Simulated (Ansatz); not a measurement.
# Y on Cu(100): change of the work function, part 4 of 4

How does one ordered layer of Y (bridge site) change the work function of Cu(100), and what dipole does each adsorbate carry?

Ansatz 0.2.0; plane-wave DFT, PBE, Ansatz PAW.

So far, work function, upper face (eV): step 2 (the clean slab) 4.57; step 3 (adsorbate added) 2.62; step 5 (the covered slab, atoms frozen) 2.62; step 6 (the substrate alone) 4.58; step 7 (the adsorbate layer alone) 3.10.

## (9) The same run with other settings: efield.amplitude = 0.05

This step: plane-wave DFT, PBE, Ansatz PAW (Ansatz 0.2.0).

System of this step: YCu16 (Y/Cu(100)). The cell holds 17 atoms: 16 Cu and 1 Y. Its edges and angles: a = 5.105 Å, b = 5.105 Å, c = 26.549 Å, α = 90.0°, β = 90.0°, γ = 90.0°. Vacuum lies along c.

A run with a changed input: it repeats the earlier run at 0.25 ML with efield.amplitude to 0.05; its output block differs too.

File input.yaml:

```yaml
crystal:
  lattice:
    - [5.1053109602, 0.0, 0.0]
    - [0.0, 5.1053109602, 0.0]
    - [0.0, 0.0, 26.5488077536]
  atoms:
    - { symbol: Cu, position: [0.25, 0.25, 0.3389982738] }
    - { symbol: Cu, position: [0.0, 0.0, 0.406986261] }
    - { symbol: Cu, position: [0.25, 0.25, 0.4761543358] }
    - { symbol: Cu, position: [0.0, 0.0, 0.5430740838] }
    - { symbol: Cu, position: [0.25, 0.75, 0.3389982738] }
    - { symbol: Cu, position: [0.0, 0.5, 0.406986261] }
    - { symbol: Cu, position: [0.25, 0.75, 0.4761543358] }
    - { symbol: Cu, position: [0.0, 0.5, 0.5430740838] }
    - { symbol: Cu, position: [0.75, 0.25, 0.3389982738] }
    - { symbol: Cu, position: [0.5, 0.0, 0.406986261] }
    - { symbol: Cu, position: [0.75, 0.25, 0.4761543358] }
    - { symbol: Cu, position: [0.5, 0.0, 0.5430740838] }
    - { symbol: Cu, position: [0.75, 0.75, 0.3389982738] }
    - { symbol: Cu, position: [0.5, 0.5, 0.406986261] }
    - { symbol: Cu, position: [0.75, 0.75, 0.4761543358] }
    - { symbol: Cu, position: [0.5, 0.5, 0.5430740838] }
    - { symbol: "Y", position: [0.25, 0.0, 0.6610017262] }
kpoints:
  mp_grid: { grid: [6, 6, 1] }
hamiltonian:
  xc: pbe
scf:
  occupations: { method: fermi_dirac, width: 0.1 }
  convergence: { dr2_threshold: 1.0e-08 }
efield:
  axis: 3
  dipole_correction: true
  ramp_position: 0.97
  ramp_width: 0.06
  amplitude: 0.05
relax:
  f_tol: 0.02
  max_steps: 60
  constraints: [{ sites: [0, 1, 4, 5, 8, 9, 12, 13] }]
output:
  bader: true
  dos: { projected: true, e_range: [-8, 4] }
  write_potential: true
  write_density: true
  volumetric_format: npy
```

Started as:

```bash
> ansatz run input.yaml --threads 4 --pin off --max-ram 6144MiB --backend cpu --events-out ev --progress --plain --runs-dir out
```

Output:

```text
[...]
Crystal: 17 atoms, lattice volume = 691.973 Å³
Basis set: ecut = 420 eV, 13481 PW (Γ), exchange–correlation on 72×72×360 points (8 copies of the dense FFT grid, shifted against one another)
Bands: 189, of which v1, the nominal top of the filled ones, is band 158 counted from 1 (157 counted from 0)
Symmetry: 4 space group operations
[...]
k-points: 16 of 36
[...]
SCF iter   1: F=—  HF=-109858.799187 eV  |F-HF|=—  |Δ(HF+E_count)|=         —  Δρ=1.20e-1  dr2=8.13e1  ethr=3.10e-3  p=0.081 e·Å  D=2.11e-2 V/Å  ΔV_dip=-0.56 eV  dr2_dipole=9.79e0  V_vac-E_F(+/−)=4.51/3.86 eV  ⟨swp⟩=9.9  Hψ=14016  notcnv=0  defer=66
[...]
SCF iter  19: F=-109844.853917 eV  HF=-109844.853917 eV  |F-HF|=5.24e-9  |Δ(HF+E_count)|=   2.35e-8  Δρ=5.41e-7  dr2=4.09e-9  ethr=3.17e-12  p=0.289 e·Å  D=7.55e-2 V/Å  ΔV_dip=-2.00 eV  dr2_dipole=1.11e-11  V_vac-E_F(+/−)=3.44/4.23 eV  ⟨swp⟩=7.9  Hψ=19608  notcnv=0
SCF 1 converged in 19 iterations: F = -109844.853917 eV  dr2 = 4.09e-9
[...]
relax step   1: F+E_penalty+E_count = -109844.85391692 eV  Δ(F+E_penalty+E_count) = +0.000e0 eV  max|allowed force component| = 1.694e0 eV/Å  Δτ_max = 0.0000 Å  (19 SCF iters, accepted)
[...]
SCF iter  14: F=-109845.233407 eV  HF=-109845.233407 eV  |F-HF|=8.00e-9  |Δ(HF+E_count)|=   1.30e-9  Δρ=6.68e-7  dr2=3.94e-9  ethr=3.17e-12  p=0.293 e·Å  D=7.65e-2 V/Å  ΔV_dip=-2.03 eV  dr2_dipole=1.60e-11  V_vac-E_F(+/−)=3.41/4.23 eV  ⟨swp⟩=14.1  Hψ=21256  notcnv=0
SCF 2 converged in 14 iterations: F = -109845.233407 eV  dr2 = 3.94e-9
relax step   2: F+E_penalty+E_count = -109845.23340697 eV  Δ(F+E_penalty+E_count) = -3.795e-1 eV  max|allowed force component| = 1.804e0 eV/Å  Δτ_max = 0.1983 Å  (14 SCF iters, accepted)
SCF iter   1: F=—  HF=-109845.659291 eV  |F-HF|=—  |Δ(HF+E_count)|=         —  Δρ=3.30e-3  dr2=7.25e-2  ethr=1.56e-4  p=0.293 e·Å  D=7.65e-2 V/Å  ΔV_dip=-2.03 eV  dr2_dipole=4.32e-5  V_vac-E_F(+/−)=3.42/4.24 eV  ⟨swp⟩=5.2  Hψ=7269  notcnv=0  defer=178
[...]
SCF iter  14: F=-109845.642927 eV  HF=-109845.642927 eV  |F-HF|=4.74e-9  |Δ(HF+E_count)|=   1.87e-8  Δρ=1.02e-6  dr2=6.58e-9  ethr=3.17e-12  p=0.302 e·Å  D=7.89e-2 V/Å  ΔV_dip=-2.09 eV  dr2_dipole=3.15e-10  V_vac-E_F(+/−)=3.34/4.22 eV  ⟨swp⟩=14.2  Hψ=20950  notcnv=0
SCF 3 converged in 14 iterations: F = -109845.642927 eV  dr2 = 6.58e-9
relax step   3: F+E_penalty+E_count = -109845.64292664 eV  Δ(F+E_penalty+E_count) = -4.095e-1 eV  max|allowed force component| = 1.723e0 eV/Å  Δτ_max = 0.1942 Å  (14 SCF iters, accepted)
[...]
relax step   4: F+E_penalty+E_count = -109845.98252468 eV  Δ(F+E_penalty+E_count) = -3.396e-1 eV  max|allowed force component| = 1.265e0 eV/Å  Δτ_max = 0.1954 Å  (14 SCF iters, accepted)
[...]
relax step   5: F+E_penalty+E_count = -109846.18884255 eV  Δ(F+E_penalty+E_count) = -2.063e-1 eV  max|allowed force component| = 4.491e-1 eV/Å  Δτ_max = 0.1950 Å  (14 SCF iters, accepted)
[...]
relax step   6: F+E_penalty+E_count = -109846.33406388 eV  Δ(F+E_penalty+E_count) = -1.452e-1 eV  max|allowed force component| = 2.036e-1 eV/Å  Δτ_max = 0.2000 Å  (15 SCF iters, accepted)
[...]
relax step   7: F+E_penalty+E_count = -109846.34644243 eV  Δ(F+E_penalty+E_count) = -1.238e-2 eV  max|allowed force component| = 1.213e-1 eV/Å  Δτ_max = 0.1133 Å  (14 SCF iters, accepted)
[...]
relax step   8: F+E_penalty+E_count = -109846.35616802 eV  Δ(F+E_penalty+E_count) = -9.726e-3 eV  max|allowed force component| = 4.410e-2 eV/Å  Δτ_max = 0.0597 Å  (13 SCF iters, accepted)
SCF iter   1: F=—  HF=-109846.356756 eV  |F-HF|=—  |Δ(HF+E_count)|=         —  Δρ=3.77e-4  dr2=8.57e-4  ethr=4.66e-6  p=0.355 e·Å  D=9.29e-2 V/Å  ΔV_dip=-2.47 eV  dr2_dipole=1.38e-4  V_vac-E_F(+/−)=2.92/4.17 eV  ⟨swp⟩=2.4  Hψ=5356  notcnv=0  defer=196
[...]
SCF iter  10: F=-109846.356565 eV  HF=-109846.356565 eV  |F-HF|=1.69e-8  |Δ(HF+E_count)|=   5.31e-8  Δρ=8.17e-7  dr2=3.49e-9  ethr=3.17e-12  p=0.355 e·Å  D=9.27e-2 V/Å  ΔV_dip=-2.46 eV  dr2_dipole=3.02e-11  V_vac-E_F(+/−)=2.92/4.17 eV  ⟨swp⟩=12.1  Hψ=20332  notcnv=0
SCF 9 converged in 10 iterations: F = -109846.356565 eV  dr2 = 3.49e-9
relax step   9: F+E_penalty+E_count = -109846.35656505 eV  Δ(F+E_penalty+E_count) = -3.970e-4 eV  max|allowed force component| = 2.006e-3 eV/Å  Δτ_max = 0.0102 Å  (10 SCF iters, accepted)
[...]
SCF converged after 10 iterations
Free energy (F): -109846.356565 eV
[...]
Internal energy: -109846.111704 eV  (E = F + TS)
E sigma→0 (E₀):  -109846.234135 eV
Entropy (-TS):   -0.244861 eV (-14.404 meV/atom)
Fermi energy:    2.722303 eV
Dipole field:    D = 0.092746 V/Å  (p = 0.354670 e·Å, saw-weighted, corrected)
Work function:   not extracted (applied field tilts the vacuum); planar V_es + V_field profile in the machine report
[...]
--- Forces (eV/Å), atoms counted from 1 ---
  atom   1  Cu     0.00000000    -0.00692663     0.12587024
  atom   2  Cu    -0.00402730     0.00000000    -0.01979190
  atom   3  Cu     0.00000000     0.00006990     0.00200608
  atom   4  Cu    -0.00175819     0.00000000    -0.00115098
  atom   5  Cu     0.00000000     0.00692663     0.12587024
  atom   6  Cu     0.10569955     0.00000000    -0.21822918
  atom   7  Cu     0.00000000    -0.00006990     0.00200608
  atom   8  Cu    -0.00151318     0.00000000     0.00035601
  atom   9  Cu     0.00000000    -0.01284246     0.11154483
  atom  10  Cu     0.00402730     0.00000000    -0.01979190
  atom  11  Cu     0.00000000     0.00149723    -0.00033607
  atom  12  Cu     0.00175819     0.00000000    -0.00115098
  atom  13  Cu     0.00000000     0.01284246     0.11154483
  atom  14  Cu    -0.10569955     0.00000000    -0.21822918
  atom  15  Cu     0.00000000    -0.00149723    -0.00033607
  atom  16  Cu     0.00151318     0.00000000     0.00035601
  atom  17  Y      0.00000000     0.00000000    -0.00049559
  max |Σ_I F_I| component: 4.25e-5 eV/Å
--- Band table (eV; the first three rows and the last of 16) ---
  k-point 0: bands = [... 154 lower, 2.1786, 2.2284, 2.4744, 2.4748, 2.7036, 2.7036, 2.8144, 2.9077, ... 27 higher]
  k-point 1: bands = [... 154 lower, 2.2497, 2.4319, 2.4732, 2.6340, 2.9624, 3.0352, 3.2295, 3.4368, ... 27 higher]
  k-point 2: bands = [... 154 lower, 2.1679, 2.6863, 2.8437, 3.1382, 3.3374, 3.3441, 3.4041, 3.6053, ... 27 higher]
  k-point 15: bands = [... 154 lower, 1.4236, 1.4269, 2.4015, 2.5310, 2.6201, 2.6237, 3.6958, 3.7302, ... 27 higher]
--- Relaxed structure (9 steps of the walk, 9 accepted, 0 SCFs on fresh bases) ---
  F+E_penalty+E_count = -109846.35656505 eV   max|allowed force component| = 2.006e-3 eV/Å
  atoms:
    - { symbol: Cu, position: [0.25, 0.25, 0.3389982738] }
    - { symbol: Cu, position: [0.0, 0.0, 0.406986] }
    - { symbol: Cu, position: [0.25, 0.256374, 0.476371] }
    - { symbol: Cu, position: [-0.012267, 0.0, 0.539005] }
    - { symbol: Cu, position: [0.25, 0.750000, 0.3389982738] }
    - { symbol: Cu, position: [0.0, 0.5, 0.406986] }
    - { symbol: Cu, position: [0.25, 0.743626, 0.476371] }
    - { symbol: Cu, position: [0.00426073, 0.5, 0.552233] }
    - { symbol: Cu, position: [0.750000, 0.25, 0.3389982738] }
    - { symbol: Cu, position: [0.5, 0.0, 0.406986] }
    - { symbol: Cu, position: [0.750000, 0.260043, 0.475234] }
    - { symbol: Cu, position: [0.512267, 0.0, 0.539005] }
    - { symbol: Cu, position: [0.750000, 0.750000, 0.3389982738] }
    - { symbol: Cu, position: [0.5, 0.5, 0.406986] }
    - { symbol: Cu, position: [0.750000, 0.739957, 0.475234] }
    - { symbol: Cu, position: [0.495739, 0.5, 0.552233] }
    - { symbol: Y, position: [0.25, 0.0, 0.621231] }
--- Bader charges: 17 sites ---
  site symbol  charge [e]  shift [e]
     0     Cu     -0.0266     0.0002
     1     Cu      0.0293     0.0002
     2     Cu      0.0146     0.0002
     3     Cu     -0.3313     0.0000
     4     Cu     -0.0266     0.0002
     5     Cu      0.0156     0.0001
     6     Cu      0.0146     0.0002
     7     Cu     -0.2307     0.0001
     8     Cu     -0.0200     0.0002
     9     Cu      0.0293     0.0002
    10     Cu     -0.0110     0.0001
    11     Cu     -0.3313     0.0000
    12     Cu     -0.0200     0.0002
    13     Cu      0.0157     0.0001
    14     Cu     -0.0110     0.0001
    15     Cu     -0.2307     0.0001
    16      Y      1.1199     0.0004
  estimated error of the sums over rays = 4.5e-4 e
```

Elapsed: 15 min, on 4 threads of Arm Neoverse V1, shared host; peak memory 3.8 GiB; 61 min of CPU time.

The steps of the relaxation:

```tsv
step	energy less that of the first step (eV)	largest force component (eV/Å)
1	0.0000	1.6935
2	-0.3795	1.8040
3	-0.7890	1.7233
4	-1.1286	1.2649
5	-1.3349	0.4491
6	-1.4801	0.2036
7	-1.4925	0.1213
8	-1.5023	0.0441
9	-1.5026	0.0020
```

The run keeps the 4 symmetry operations that the program found, so distortions that break them were not tested.

The atoms that moved most (Å):

```tsv
atom	dx	dy	dz	length
Y17	0.000	0.000	-1.056	1.056
Cu8	0.022	0.000	0.243	0.244
Cu16	-0.022	0.000	0.243	0.244
Cu4	-0.063	0.000	-0.108	0.125
Cu12	0.063	0.000	-0.108	0.125
Cu15	0.000	-0.051	-0.024	0.057
Cu11	0.000	0.051	-0.024	0.057
Cu3	0.000	0.033	0.006	0.033
```

Final coordinates:

```xyz
17
Lattice="5.1053 0.0000 0.0000 0.0000 5.1053 0.0000 0.0000 0.0000 26.5488" Properties=species:S:1:pos:R:3
Cu    1.2763    1.2763    9.0000
Cu    0.0000    0.0000   10.8050
Cu    1.2763    1.3089   12.6471
Cu   -0.0626    0.0000   14.3099
Cu    1.2763    3.8290    9.0000
Cu    0.0000    2.5527   10.8050
Cu    1.2763    3.7964   12.6471
Cu    0.0218    2.5527   14.6611
Cu    3.8290    1.2763    9.0000
Cu    2.5527    0.0000   10.8050
Cu    3.8290    1.3276   12.6169
Cu    2.6153    0.0000   14.3099
Cu    3.8290    3.8290    9.0000
Cu    2.5527    2.5527   10.8050
Cu    3.8290    3.7777   12.6169
Cu    2.5309    2.5527   14.6611
Y     1.2763    0.0000   16.4929
```

Numbers from this step:

- energy at zero smearing: -109846.2341 eV
- dipole along the normal: 0.3547 e·Å

The density of states has structure finer than the step of the table below, so its rows give means over 0.25 eV. Peaks (eV: height): -2.740: 99.3, -2.680: 67.9, -2.440: 69.4, -2.320: 75.2, -2.260: 75.0, -1.710: 85.6, -1.500: 96.1.

Density of states against energy, zero at the Fermi level; means over each step:

```tsv
energy (eV)	density of states (states/eV a cell)
-7.75	1.14
-7.50	1.22
-7.25	1.40
-7.00	2.64
-6.75	2.96
-6.50	1.99
-6.25	2.50
-6.00	2.91
-5.75	3.82
-5.50	3.74
-5.25	5.36
-5.00	7.71
-4.75	12.7
-4.50	20.5
-4.25	22.5
-4.00	40.8
-3.75	32.1
-3.50	33.6
-3.25	48.7
-3.00	48.4
-2.75	61.6
-2.50	53.5
-2.25	66.0
-2.00	67.1
-1.75	76.3
-1.50	48.5
-1.25	11.5
-1.00	7.87
-0.75	6.12
-0.50	6.12
-0.25	8.56
0.00	6.53
0.25	8.30
0.50	9.51
0.75	9.53
1.00	9.01
1.25	10.9
1.50	5.52
1.75	9.46
```

Projected DOS per atom over height of the atomic layer and energy from the Fermi level. Layers: Cu4 Cu4 Cu4 Cu4 Y from below.

Ten even steps from '_' (0.01 states/eV) to '@' (5.59 states/eV), each cell a mean:
```
________++
________**
________##
________**
________::
________::
________..
**----..__
@@**####__
%%==**##..
++******__
--====**__
::==--==__
..====--__
__::::..__
____..____
__________
__________
__________
__________
__________
__________
```
Columns: height of the atomic layer (Å) from 9 to 16.5 (not evenly spaced); rows upwards: energy from the Fermi level (eV) from -7.96 to 1.95.

```tsv
quantity	this run	earlier run	difference
dipole along the normal (e·Å)	0.3547	0.2708	0.084
```

The applied field differs between the two, so the dipoles differ in any case.

## (10) A changed input

System of this step: Cu(100). The cell holds 4 atoms: 4 Cu. Its edges and angles: a = 2.553 Å, b = 2.553 Å, c = 23.415 Å, α = 90.0°, β = 90.0°, γ = 90.0°. Vacuum lies along c.

Another changed input: it repeats the earlier run at 0 ML with scf.mixing.preconditioner to ldos and scf.occupations.width from 0.1 to 0.05.

File input.yaml:

```yaml
crystal:
  lattice:
    - [2.5526554801, 0.0, 0.0]
    - [0.0, 2.5526554801, 0.0]
    - [0.0, 0.0, 23.415]
  atoms:
    - { symbol: Cu, position: [0.5, 0.5, 0.3843689942] }
    - { symbol: Cu, position: [0.0, 0.0, 0.4614563314] }
    - { symbol: Cu, position: [0.5, 0.5, 0.5385436686] }
    - { symbol: Cu, position: [0.0, 0.0, 0.6156310058] }
kpoints:
  mp_grid: { grid: [12, 12, 1] }
hamiltonian:
  xc: pbe
scf:
  occupations: { method: fermi_dirac, width: 0.05 }
  convergence: { dr2_threshold: 1.0e-08 }
  mixing: { preconditioner: ldos }
efield:
  axis: 3
  dipole_correction: true
  ramp_position: 0.97
  ramp_width: 0.06
relax:
  f_tol: 0.02
  max_steps: 60
  constraints: [{ sites: [0, 1] }]
output:
  write_potential: true
  write_density: true
  volumetric_format: npy
```

Output:

```text
[...]
Crystal: 4 atoms, lattice volume = 152.573 Å³
Basis set: ecut = 420 eV, 3011 PW (Γ), exchange–correlation on 36×36×320 points (8 copies of the dense FFT grid, shifted against one another)
Bands: 46, of which v1, the nominal top of the filled ones, is band 38 counted from 1 (37 counted from 0)
Symmetry: 8 space group operations
k-points: 28 of 144
[...]
SCF iter   1: F=—  HF=-26499.471449 eV  |F-HF|=—  |Δ(HF+E_count)|=         —  Δρ=1.60e-3  dr2=9.15e-3  ethr=1.77e-3  p=-0.000 e·Å  D=-7.17e-15 V/Å  ΔV_dip=0.00 eV  dr2_dipole=2.17e-8  V_vac-E_F(+/−)=4.52/4.52 eV  ⟨swp⟩=8.0  Hψ=5593  notcnv=0  defer=15
[...]
SCF iter  10: F=-26499.475967 eV  HF=-26499.475967 eV  |F-HF|=1.73e-8  |Δ(HF+E_count)|=   4.03e-8  Δρ=1.57e-6  dr2=2.24e-9  ethr=1.32e-11  p=0.000 e·Å  D=3.31e-7 V/Å  ΔV_dip=-0.00 eV  dr2_dipole=2.21e-11  V_vac-E_F(+/−)=4.60/4.60 eV  ⟨swp⟩=7.7  Hψ=8832  notcnv=0
SCF 1 converged in 10 iterations: F = -26499.475967 eV  dr2 = 2.24e-9
[...]
relax step   1: F+E_penalty+E_count = -26499.47596661 eV  Δ(F+E_penalty+E_count) = +0.000e0 eV  max|allowed force component| = 2.130e-1 eV/Å  Δτ_max = 0.0000 Å  (10 SCF iters, accepted)
[...]
SCF iter   7: F=-26499.477798 eV  HF=-26499.477798 eV  |F-HF|=4.22e-9  |Δ(HF+E_count)|=   3.06e-8  Δρ=2.61e-6  dr2=9.65e-9  ethr=1.32e-11  p=0.000 e·Å  D=1.58e-4 V/Å  ΔV_dip=-0.00 eV  dr2_dipole=1.05e-9  V_vac-E_F(+/−)=4.59/4.60 eV  ⟨swp⟩=8.5  Hψ=9546  notcnv=0
SCF 2 converged in 7 iterations: F = -26499.477798 eV  dr2 = 9.65e-9
[...]
relax step   2: F+E_penalty+E_count = -26499.47779816 eV  Δ(F+E_penalty+E_count) = -1.832e-3 eV  max|allowed force component| = 1.360e-1 eV/Å  Δτ_max = 0.0110 Å  (7 SCF iters, accepted)
SCF iter   1: F=—  HF=-26499.479473 eV  |F-HF|=—  |Δ(HF+E_count)|=         —  Δρ=1.10e-3  dr2=8.42e-4  ethr=1.17e-5  p=0.000 e·Å  D=1.58e-4 V/Å  ΔV_dip=-0.00 eV  dr2_dipole=1.45e-6  V_vac-E_F(+/−)=4.59/4.59 eV  ⟨swp⟩=3.7  Hψ=3124  notcnv=0  defer=70
[...]
SCF iter   8: F=-26499.479061 eV  HF=-26499.479061 eV  |F-HF|=2.89e-9  |Δ(HF+E_count)|=   2.55e-8  Δρ=1.28e-6  dr2=4.16e-9  ethr=1.32e-11  p=0.000 e·Å  D=4.65e-4 V/Å  ΔV_dip=-0.01 eV  dr2_dipole=2.92e-10  V_vac-E_F(+/−)=4.58/4.60 eV  ⟨swp⟩=9.1  Hψ=8492  notcnv=0
SCF 3 converged in 8 iterations: F = -26499.479061 eV  dr2 = 4.16e-9
relax step   3: F+E_penalty+E_count = -26499.47906093 eV  Δ(F+E_penalty+E_count) = -1.263e-3 eV  max|allowed force component| = 2.210e-3 eV/Å  Δτ_max = 0.0182 Å  (8 SCF iters, accepted)
[...]
SCF converged after 8 iterations
Free energy (F): -26499.479061 eV
[...]
Internal energy: -26499.469422 eV  (E = F + TS)
E sigma→0 (E₀):  -26499.474241 eV
Entropy (-TS):   -0.009639 eV (-2.410 meV/atom)
Fermi energy:    2.059307 eV
Dipole field:    D = 0.000439 V/Å  (p = 0.000370 e·Å, saw-weighted, corrected)
Work function:   Φ+ = 4.5851 eV   Φ− = 4.5954 eV
[...]
--- Forces (eV/Å), atoms counted from 1 ---
  atom   1  Cu     0.00000000     0.00000000     0.10560406
  atom   2  Cu     0.00000000     0.00000000    -0.10759324
  atom   3  Cu     0.00000000     0.00000000    -0.00022156
  atom   4  Cu    -0.00000000     0.00000000     0.00221041
  max |Σ_I F_I| component: 3.34e-7 eV/Å
--- Band table (eV; the first three rows and the last of 28) ---
  k-point 0: bands = [... 34 lower, 0.4102, 0.6286, 0.6581, 0.6590, 0.6590, 1.6218, 3.2035, 6.4524, ... 4 higher]
  k-point 1: bands = [... 34 lower, 0.4780, 0.5159, 0.5598, 0.6159, 0.6891, 1.9071, 3.5392, 6.6064, ... 4 higher]
  k-point 2: bands = [... 34 lower, 0.4729, 0.4960, 0.5661, 0.6258, 0.6840, 2.5419, 4.3566, 7.0667, ... 4 higher]
  k-point 27: bands = [... 34 lower, 1.0148, 1.0329, 4.5679, 4.5679, 6.7538, 6.7538, 9.5250, 9.5298, ... 4 higher]
--- Relaxed structure (3 steps of the walk, 3 accepted, 0 SCFs on fresh bases) ---
  F+E_penalty+E_count = -26499.47906093 eV   max|allowed force component| = 2.210e-3 eV/Å
  atoms:
    - { symbol: Cu, position: [0.5, 0.5, 0.384369] }
    - { symbol: Cu, position: [0.0, 0.0, 0.461456] }
    - { symbol: Cu, position: [0.5, 0.5, 0.539792] }
    - { symbol: Cu, position: [0, 0.0, 0.615645] }
```

Wall time 16 s (4 threads); peak memory 0.5 GiB.

Relaxation path:

```tsv
step	energy less that of the first step (eV)	largest force component (eV/Å)
1	0.0000	0.2130
2	-0.0018	0.1360
3	-0.0031	0.0022
```

The run keeps the 8 symmetry operations that the program found, so distortions that break them were not tested.

The atoms that moved most (Å):

```tsv
atom	dx	dy	dz	length
Cu3	0.000	0.000	0.029	0.029
```

Final coordinates:

```xyz
4
Lattice="2.5527 0.0000 0.0000 0.0000 2.5527 0.0000 0.0000 0.0000 23.4150" Properties=species:S:1:pos:R:3
Cu    1.2763    1.2763    9.0000
Cu    0.0000    0.0000   10.8050
Cu    1.2763    1.2763   12.6392
Cu    0.0000    0.0000   14.4153
```

Numbers from this step:

```yaml
energy_at_zero_smearing: -26499.4742 eV
work_function_upper_face: 4.585 eV
dipole_along_the_normal: 3.70e-4 e·Å
```

```tsv
quantity	this run	earlier run	difference
work function, upper face (eV)	4.585	4.571	0.014
dipole along the normal (e·Å)	3.70e-4	4.05e-4	-3.5e-5
```

What moves beyond 0.01 in its unit (for the dipole 0.5 % and 5e-5 e·Å): work function, upper face (+0.0144 eV).

## (11) Outcome

```json
{
  "work function of the clean face": "4.57 eV",
  "work function at 0.25 ML": "2.62 eV",
  "dipole per adsorbate at 0.25 ML, positive end outwards": "1.29 D",
  "step of the potential from the moved charge at 0.25 ML, upper less lower side, atoms held": "-1.88 eV"
}
```

What this shows: Y lowers the work function of Cu(100) at the lowest coverage, by 1.95 eV: the adsorbate layer has its positive end outwards. One coverage alone was completed, so no trend follows. The slab has 4 layers, at the tabulated experimental lattice constant, one starting site was run, and quantum-size effects of a slab this thin can reach one or two tenths of an eV. The main runs have no spin polarisation; a magnetic state could lie lower and would change these results.

[Long decimals in the printed logs are rounded to 6 places.]

[Logs are printed without paths, hosts, clocks, repeated set-up lines and the standing remarks that a program may print on its own settings, such as how far it seeks lower states.]

[Hosts, paths, dates, database ids (printed as entryN), source tags and the programs' standing remarks are cut or masked in the printed files.]

[Maps of the electrostatic potential energy from Ansatz leave out the sawtooth potential of an applied field or a dipole correction, so their vacuum need not be flat; planar profiles and work functions include it.]

[The density of states shown here was stored with 400 of the rows of the run's finer table, so its peaks can read low, often by over a quarter, or be missed, and its means over a window can be off by a tenth or more.]
